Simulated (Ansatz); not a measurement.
Rows from a G0W0 calculation on AlGaAs2 (zincblende [001] superlattice) (Ansatz 0.2.0; G0W0 on PBEsol, plane waves, PAW; 4×4×2 mesh, 1086 empty bands, screening to 120 eV), in eV. Spin-orbit coupling is left out.

| row | Σx | Σc | Vxc | Z |
| --- | --- | --- | --- | --- |
| A | -6.31 | -3.75 | -10.21 | 0.78 |
| B | -9.14 | -3.51 | -12.87 | 0.78 |
| C | -16.50 | 1.12 | -14.90 | 0.77 |
| D | -16.51 | 1.11 | -14.91 | 0.77 |
| E | -5.77 | -3.76 | -9.65 | 0.78 |
| F | -10.61 | -3.46 | -14.43 | 0.78 |

Question: Which rows are filled states and which are empty ones, and how can one tell?

Filled: C and D. Empty: A, B, E and F. The sign of Σc tells: for a filled state bare exchange, which holds its interaction with itself, lies below Vxc (Σx − Vxc is -1.6 eV or lower here) and screening gives part back as a positive Σc. For an empty state Σx lies above Vxc (+3.7 eV or more) and the Coulomb hole leaves Σc negative.

[Runs of the session that timed out or met a known fault of the program may be left out.]

[Cells called generated may have been cut or substituted from an entry of the Crystallography Open Database or the Materials Project.]

[Hosts, paths, dates, database ids (printed as entryN), source tags and the programs' standing remarks are cut or masked in the printed files.]
